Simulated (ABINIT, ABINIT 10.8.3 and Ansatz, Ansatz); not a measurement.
**Excitons of Al3GaN4 (P-43m): kernels and approximations**

Aim: the absorption spectrum of Al3GaN4 (P-43m) with electron-hole interaction, and what each part of the kernel does.

Program: ABINIT 10.8.3 and Ansatz 0.2.0. Level of theory: PBEsol and many-body steps on it, plane waves. Results are calculated unless marked as measured.

**1. The starting structure**

Symmetry: P-43m, No. 215, cubic system. Conventional cell: a = 4.401 Å, b = 4.401 Å, c = 4.401 Å, α = 90.00°, β = 90.00°, γ = 90.00°. Al has 4 N at 1.89 Å nearest. Nearest to Ga lie 4 N at 1.95 Å. N has 3 Al at 1.89 Å and 1 Ga at 1.95 Å nearest. Farther neighbours and most contacts between anions are not listed.

The cell and positions are those that the Materials Project relaxed with its own functionals (PBE, PBE+U or r2SCAN), kept fixed.

**2. Empty states on the mesh, 2×2×2 mesh, 72 bands**

This step: ABINIT 10.8.3; DFT, PBEsol, plane waves, norm-conserving pseudopotentials.

The sums over transitions need many empty states on a uniform mesh; this step solves for them.

File run.abi:

```
acell 3*1.0 Angstrom
rprim 
  4.401438530000 0.000000000000 0.000000000000
  0.000000000000 4.401438530000 0.000000000000
  0.000000000000 0.000000000000 4.401438530000
ntypat 3
znucl 13 31 7
natom 8
typat 1 1 1 2 3 3 3 3
xred 
  0.500000000000 0.500000000000 0.000000000000
  0.500000000000 0.000000000000 0.500000000000
  0.000000000000 0.500000000000 0.500000000000
  0.000000000000 0.000000000000 0.000000000000
  0.744163430000 0.744163430000 0.255836570000
  0.744163430000 0.255836570000 0.744163430000
  0.255836570000 0.744163430000 0.744163430000
  0.255836570000 0.255836570000 0.255836570000
pp_dirpath "pseudos"
pseudos "Al.upf, Ga.upf, N.upf"
ecut 45
ngkpt 2 2 2
nshiftk 1
shiftk 0 0 0
kptopt 1
chksymbreak 0
iscf -2
irdden 1
istwfk *1
nband 72
nbdbuf 6
tolwfr 1e-09
nstep 60
prtvol 0
indata_prefix "in"
outdata_prefix "out"
tmpdata_prefix "tmp"
```

The run is started by

```sh
OMP_NUM_THREADS=1 mpirun -n 4 abinit run.abi > log
```

Numbers of over 12 decimals in the logs are rounded to 6 here.

Output:

```text
.Version 10.8.3 of ABINIT. v10.8.2 released Aug 2026.

 Symmetries : space group P-4 3 m (#215); Bravais cP (primitive cubic)
[... echo of the input left out ...]
== DATASET  1 ==================================================================
-   mpi_nproc: 4, omp_nthreads: 1 (-1 if OMP is not activated)

--- !DatasetInfo
iteration_state: {dtset: 1, }
dimensions: {natom: 8, nkpt: 4, mband: 72, nsppol: 1, nspinor: 1, nspden: 1, mpw: 8340, }
cutoff_energies: {ecut:  45.0, pawecutdg:  -1.0, }
[...]
1.15313    1.17557    1.17557    1.17557    1.19615    1.19615    1.19615    1.20898
   1.20898    1.20898    1.33418    1.33418    1.33423    1.37089    1.37089    1.37556
 prteigrs : prtvol=0 or 1, do not print more k-points.

== END DATASET(S) ==============================================================
================================================================================

 -outvars: echo values of variables after computation  --------
            nband          72
             nkpt           4
          spgroup         215
 [... the other variables as echoed above ...]

 Calculation completed.
```

Wall time 27 s (4 MPI ranks of Arm Neoverse V1, shared host); peak memory 0.35 GiB; 1.8 min of CPU time.

Numbers from this step:

- gap: 3.332 eV
- k of the valence top: 0, 0, 0
- k of the conduction bottom: 0, 0, 0
- least direct gap: 3.332 eV
- k points computed: 4
- lowest point of the top converged band, above the valence top: 26.95 eV

On this mesh the gap is 3.332 eV.

The density comes from a self-consistent run that is not shown.

**3. Screening, 2×2×2 mesh, 66 bands, screening to 98 eV**

The RPA dielectric matrix is built and inverted for each q.

This step: RPA screening on PBEsol, plane waves, norm-conserving pseudopotentials.

Edit run.abi of step 2 so:

```diff
@@ -26,10 +26,11 @@
 chksymbreak 0
-iscf -2
-irdden 1
 istwfk *1
-nband 72
-nbdbuf 6
-tolwfr 1e-09
-nstep 60
-prtvol 0
+occopt 1
+irdwfk 1
+optdriver 3
+nband 66
+ecuteps 3.6
+inclvkb 2
+awtr 1
+symchi 1
 indata_prefix "in"
```

Output:

```text
.Version 10.8.3 of ABINIT. v10.8.2 released Aug 2026.

 Symmetries : space group P-4 3 m (#215); Bravais cP (primitive cubic)
[... echo of the input left out ...]
== DATASET  1 ==================================================================
-   mpi_nproc: 4, omp_nthreads: 1 (-1 if OMP is not activated)

--- !DatasetInfo
iteration_state: {dtset: 1, }
dimensions: {natom: 8, nkpt: 4, mband: 66, nsppol: 1, nspinor: 1, nspden: 1, mpw: 8340, }
cutoff_energies: {ecut:  45.0, pawecutdg:  -1.0, }
[...]
--------------------------------------------------------------------------------
[... chi0 elements left out ...]
 For q-point:  0.000010 0.000020 0.000030
  dielectric constant =   5.7218
  dielectric constant without local fields =   6.1899

  Average fulfillment of the sum rule on Im[epsilon] for q-point    1 :     29.65  [%]
[... wings left out ...]
  q-point number  2        q = ( 0.500000, 0.000000, 0.000000) [r.l.u.]
--------------------------------------------------------------------------------
[... chi0 elements left out ...]
  Average fulfillment of the sum rule on Im[epsilon] for q-point    2 :     37.63  [%]

 [... 2 further q-points ...]
```

It took 14 s on 4 MPI ranks; peak memory 0.91 GiB.

This step gave:

| Property | Result |
| --- | --- |
| ε∞ with local fields, on this mesh, along the program's q direction | 5.722 |
| the same without local fields | 6.190 |
| plasma frequency | 28.43 eV |
| plane waves in the screening matrix | 179 |

Local fields lower ε∞ by 8 %. On a Γ-centred mesh this coarse the value itself is usually too large, while a short band sum pulls it down.

**4. Self-energy, 2×2×2 mesh, 66 bands, screening to 98 eV**

The self-energy is evaluated for the states that the input lists, and the levels follow from it, in one-shot runs by the linearised quasiparticle equation.

This step: G0W0 on PBEsol, plane waves, norm-conserving pseudopotentials.

Edit run.abi of step 3 so:

```diff
@@ -29,8 +29,15 @@
 irdwfk 1
-optdriver 3
+optdriver 4
 nband 66
+gwcalctyp 0
+ecutsigx 45
+symsigma 1
+nkptgw 1
+kptgw 
+  0.0000000000 0.0000000000 0.0000000000
+bdgw 
+  23 28
 ecuteps 3.6
-inclvkb 2
-awtr 1
-symchi 1
+irdscr 1
+ppmodel 1
 indata_prefix "in"
```

Output:

```text
.Version 10.8.3 of ABINIT. v10.8.2 released Aug 2026.

 Symmetries : space group P-4 3 m (#215); Bravais cP (primitive cubic)
[... echo of the input left out ...]
== DATASET  1 ==================================================================
-   mpi_nproc: 4, omp_nthreads: 1 (-1 if OMP is not activated)

--- !DatasetInfo
iteration_state: {dtset: 1, }
dimensions: {natom: 8, nkpt: 4, mband: 66, nsppol: 1, nspinor: 1, nspden: 1, mpw: 8340, }
cutoff_energies: {ecut:  45.0, pawecutdg:  -1.0, }
[...]
26   9.283 -10.415  -5.888  -3.220   0.838  -0.194  -9.320   1.095  10.378
       27   9.283 -10.415  -5.888  -3.220   0.838  -0.194  -9.320   1.095  10.378
       28   9.283 -10.415  -5.888  -3.220   0.838  -0.194  -9.320   1.095  10.378

== END DATASET(S) ==============================================================
================================================================================

 -outvars: echo values of variables after computation  --------
           etotal      0.0000000000E+00
            nband          66
             nkpt           4
          spgroup         215
 [... the other variables as echoed above ...]

 Calculation completed.
```

Run time: 4.9 s. Hardware: 4 MPI ranks; peak memory 0.27 GiB.

This step gave:

| Item | Value |
| --- | --- |
| G0W0 gap on the points computed | 4.269 eV |
| starting gap on the mesh | 3.332 eV |
| k of the valence top | 0, 0, 0 |
| k of the conduction bottom | 0, 0, 0 |
| least direct G0W0 gap on the computed points | 4.269 eV |

The gap on the mesh goes from 3.33 eV to 4.27 eV, a correction of +0.94 eV.

The gap opens by 0.937 eV; the next steps shift the empty bands rigidly by 0.937 eV.

**5. Excitons**

Light makes an electron and a hole together. The Bethe-Salpeter equation adds their screened attraction and their exchange, in a window of bands around the gap.

This step: Bethe-Salpeter equation on PBEsol with a scissors shift, plane waves, norm-conserving pseudopotentials.

Edit run.abi of step 4 so:

```diff
@@ -29,15 +29,17 @@
 irdwfk 1
-optdriver 4
-nband 66
-gwcalctyp 0
-ecutsigx 45
-symsigma 1
-nkptgw 1
-kptgw 
-  0.0000000000 0.0000000000 0.0000000000
-bdgw 
-  23 28
+optdriver 99
+bs_calctype 1
+mbpt_sciss 0.937 eV
+bs_loband 14
+nband 30
+bs_exchange_term 1
+bs_coulomb_term 11
+bs_coupling 0
+bs_algorithm 1
+bs_freq_mesh 0 10 0.1 eV
+zcut 0.15 eV
 ecuteps 3.6
+ecutwfn 22.5
+inclvkb 2
 irdscr 1
-ppmodel 1
 indata_prefix "in"
```

Output:

```text
.Version 10.8.3 of ABINIT. v10.8.2 released Aug 2026.

 Symmetries : space group P-4 3 m (#215); Bravais cP (primitive cubic)
[... echo of the input left out ...]
== DATASET  1 ==================================================================
-   mpi_nproc: 4, omp_nthreads: 1 (-1 if OMP is not activated)

--- !DatasetInfo
iteration_state: {dtset: 1, }
dimensions: {natom: 8, nkpt: 4, mband: 30, nsppol: 1, nspinor: 1, nspden: 1, mpw: 3016, }
cutoff_energies: {ecut:  22.5, pawecutdg:  -1.0, }
electrons: {nelect:   5.00000000E+01, charge:   0.00000000E+00, occopt:   1.00000000E+00, tsmear:   1.00000000E-02, }

 Exciton: Calculation of dielectric properties by solving the Bethe-Salpeter equation
 in frequency domain and reciprocal space on a transitions basis set.
 Based on a program developed by L. Reining, V. Olevano, F. Sottile,
 S. Albrecht, and G. Onida. Incorporated in ABINIT by M. Giantomassi.

.Using double precision arithmetic ; gwpc =  8

[... cell and pseudopotentials left out ...]
--------------------------------------------------------------------------------

 ==== K-mesh for the wavefunctions ====
 Number of points in the irreducible wedge :     4
[... list of points left out ...]
 Together with 24 symmetry operations and time-reversal symmetry
 yields     8 points in the full Brillouin Zone.

 ==== Q-mesh for the screening function ====
 Number of points in the irreducible wedge :     4
[... list of points left out ...]
 Together with 24 symmetry operations and time-reversal symmetry
 yields     8 points in the full Brillouin Zone.

 vcoul_init : cutoff-mode = AUXILIARY_FUNCTION
 q-points for optical limit:   1
     1)      0.000010    0.000020    0.000030
 setmesh: FFT mesh size selected  =    25x   25x   25
          total number of points  =        15625

 ==== Fundamental parameters for the solution of the Bethe-Salpeter equation: ====
 Algorithm: Direct diagonalization.
 Dimension of the v, W matrices,  npweps  = 179
 Cutoff for the wavefunctions,    npwwfn  = 2945
 Number of k-points in the IBZ,   nkibz   = 4
 Highest empty band included,     nband   = 30
 === Spin UP ===
 Number of resonant transitions          480
 Lowest occupied state                   14
 Highest occupied state                  25
 Lowest unoccupied state                 26
 Highest unoccupied state                30
 Minimum frequency [eV]           Emin    =   0.00
 Maximum frequency [eV]           Emax    =  10.00
 Frequency step [eV]              dE      =   0.10
 Lorentzian broadening [eV]       eta     =   0.15
 RPA L0 with KS energies and KS wavefunctions
 Scissors operator energy [eV] =          0.94
 Local fields effects (v term) included
 Excitonic effects (W term) included
 Full W_GG' included
 W is read from an external SCR file
 Resonant-only calculation (Hermitian case)

 Calculating epsilon_Macro(q-->0,w), along the following directions:
 q = (  1.323773  0.000000  0.000000) [r.l.u.]
 q = (  0.000000  1.323773  0.000000) [r.l.u.]
 q = (  0.000000  0.000000  1.323773) [r.l.u.]
 q = (  1.323773  0.000000  0.000000) [r.l.u.]
 q = (  0.000000  1.323773  0.000000) [r.l.u.]
 q = (  0.000000  0.000000  1.323773) [r.l.u.]
 Number of electrons calculated from density =   49.6830; Expected =   50.0000
 average of density, n =  0.086343
 r_s =    1.4036
 omega_plasma =   28.3445 [eV]

. Writing resonant excitonic Hamiltonian on file out_BSR; file size=   0.00 [Gb].
 Direct diagonalization of the resonant excitonic Hamiltonian, Matrix size= 480
. Using LAPACK sequential version.
 Excitonic eigenvalues in eV up to n=   32
   3.54549   3.54588   3.54694   3.55977   3.56013   3.56106   3.60568   3.60715
   3.61194   3.69960   3.69980   3.69982   5.52296   5.52564   5.52680   5.53017
   5.54217   5.54565   5.55484   5.55627   5.55720   5.59519   5.59849   5.59984
   5.60055   5.60242   5.60489   5.60572   5.60918   5.61753   5.65917   5.66245

 First excitonic eigenvalue=    3.55 [eV]
 Last  excitonic eigenvalue=   16.40 [eV]

 GW  direct gap       4.27  0.00 [eV]
 EXC direct gap       3.55  0.00 [eV]
 EXC binding energy   0.72  0.00 [eV]

 Excitonic eigenvalues up to the GW energy gap [eV]
  1 (  3.55  0.00)
  2 (  3.55  0.00)
  3 (  3.55  0.00)
  4 (  3.56  0.00)
  5 (  3.56  0.00)
  6 (  3.56  0.00)
[...]
10 (  3.70  0.00)
 11 (  3.70  0.00)
 12 (  3.70  0.00)

 Macroscopic dielectric function:
 omega [eV] <KS_RPA_nlf>  <GW_RPA_nlf>  <BSE>
   0.0000   4.7449   0.0000   4.1947   0.0000   4.8084   0.0000
   0.1000   4.7464   0.0045   4.1955   0.0025   4.8098   0.0045
   0.2000   4.7509   0.0091   4.1980   0.0050   4.8143   0.0090
   0.3000   4.7585   0.0137   4.2022   0.0076   4.8218   0.0136
   0.4000   4.7691   0.0184   4.2081   0.0102   4.8324   0.0183
   0.5000   4.7829   0.0233   4.2157   0.0128   4.8462   0.0231
   0.6000   4.8000   0.0283   4.2251   0.0155   4.8631   0.0281
   0.7000   4.8205   0.0336   4.2363   0.0182   4.8835   0.0333
   0.8000   4.8446   0.0391   4.2494   0.0211   4.9073   0.0387
   0.9000   4.8724   0.0450   4.2643   0.0240   4.9348   0.0444

 Writing KS-RPA macroscopic dielectric function without local fields to file: out_RPA_NLF_MDF
 Writing GW-RPA macroscopic dielectric function without local fields to file: out_GW_NLF_MDF
 Writing EXC Macroscopic dielectric function to file: out_EXC_MDF

== END DATASET(S) ==============================================================
================================================================================

 -outvars: echo values of variables after computation  --------
           etotal      0.0000000000E+00
            nband          30
             nkpt           4
          spgroup         215
 [... the other variables as echoed above ...]

 Calculation completed.
```

It took 13 s on 4 MPI ranks; peak memory 0.41 GiB; 53 s of CPU time.

Numbers from this step:

```
direct gap of the transition levels                            : 4.269 eV
transitions in the window                                      : 480
first strong exciton (over a fiftieth of the strongest listed) : 3.560 eV
lowest state                                                   : 3.545 eV
binding of the lowest state below the direct gap               : 0.7235 eV
Coulomb term of one mesh cell                                  : 0.8119 eV
```

The binding is 0.89 times the screened Coulomb term of one mesh cell (0.81 eV), so it is not shown settled.

The lowest state lies at 3.545 eV, 0.724 eV under the direct gap.

Lines within 3 meV are set at the lowest of them, and the highest group, which the list may cut short, is left out. Lines of the exciton spectrum (strongest = 100):

```
position (eV)  lines merged  oscillator strength, relative
        3.546             3                            0.1
        3.560             3                            5.8
        3.606             2                            0.0
        3.612             1                            0.0
        3.700             3                            100
        5.523             3                            0.2
```

Mean over the three Cartesian directions of q; broadening 0.15 eV; transition window only. Limits: finite bands, cutoff and mesh; no spin-orbit coupling; coarse k mesh; exciton not shown settled in the k mesh. ε₂ against photon energy; read off at these points:

```
photon energy (eV)     BSE  no electron-hole interaction  Kohn-Sham, no shift
              0.00       0                             0                    0
              0.30  0.0136                        0.0076               0.0137
              0.70  0.0333                        0.0182               0.0336
              1.00  0.0504                        0.0271               0.0513
              1.40  0.0797                        0.0409               0.0823
              1.70   0.110                        0.0537                0.116
              2.10   0.173                        0.0765                0.191
              2.40   0.255                         0.101                0.301
              2.80   0.497                         0.151                0.703
              3.10    1.03                         0.218                 2.04
              3.40    3.45                         0.344                 11.1
              3.70    15.2                         0.645                 3.50
              3.80    10.5                         0.849                 2.14
              4.10    2.11                          2.80                0.912
              4.50   0.958                          8.18                0.790
              4.80    1.07                          1.67                 1.28
              5.20    2.95                         0.771                 7.53
              5.50    15.3                         0.843                 6.54
              5.60    16.5                         0.968                 4.61
              5.90    5.27                          2.16                 5.80
              6.20    4.33                          10.8                 2.88
              6.60    4.81                          4.42                 8.19
              6.70    7.01                          5.45                 7.88
              6.90    6.50                          4.52                 4.79
              7.20    2.89                          3.26                 3.21
              7.60    4.18                          7.81                 7.28
              7.80    5.77                          5.66                 5.90
              7.90    5.12                          3.74                 4.37
              8.30    4.34                          4.50                 6.00
              8.50    6.49                          6.88                 5.57
              8.60    5.60                          7.56                 4.48
              9.00    2.75                          4.06                 3.87
              9.30    2.96                          5.50                 3.05
              9.70    2.31                          3.09                 5.18
             10.00    3.50                          3.37                 3.25
```

(Continued in part 2 of 3.)

[Paths, hosts, dates, memory and timing lines, banners, echoed tables and standing remarks are left out of the program output.]

[Logs are printed without paths, hosts, clocks, repeated set-up lines and the standing remarks that a program may print on its own settings, such as how far it seeks lower states.]

[Runs of the session that timed out or met a known fault of the program may be left out.]

[Hosts, paths, dates, database ids (printed as entryN), source tags and the programs' standing remarks are cut or masked in the printed files.]

[G0W0 gaps are taken among the corrected bands and points alone; a level outside them can change the order at an edge.]

[Where Ansatz stands beside ABINIT at settings called matched, ABINIT's density can come from a denser mesh and the files from another edition; pairs whose starting gaps differed by over 0.03 eV were left out, so agreement reads better than it is.]
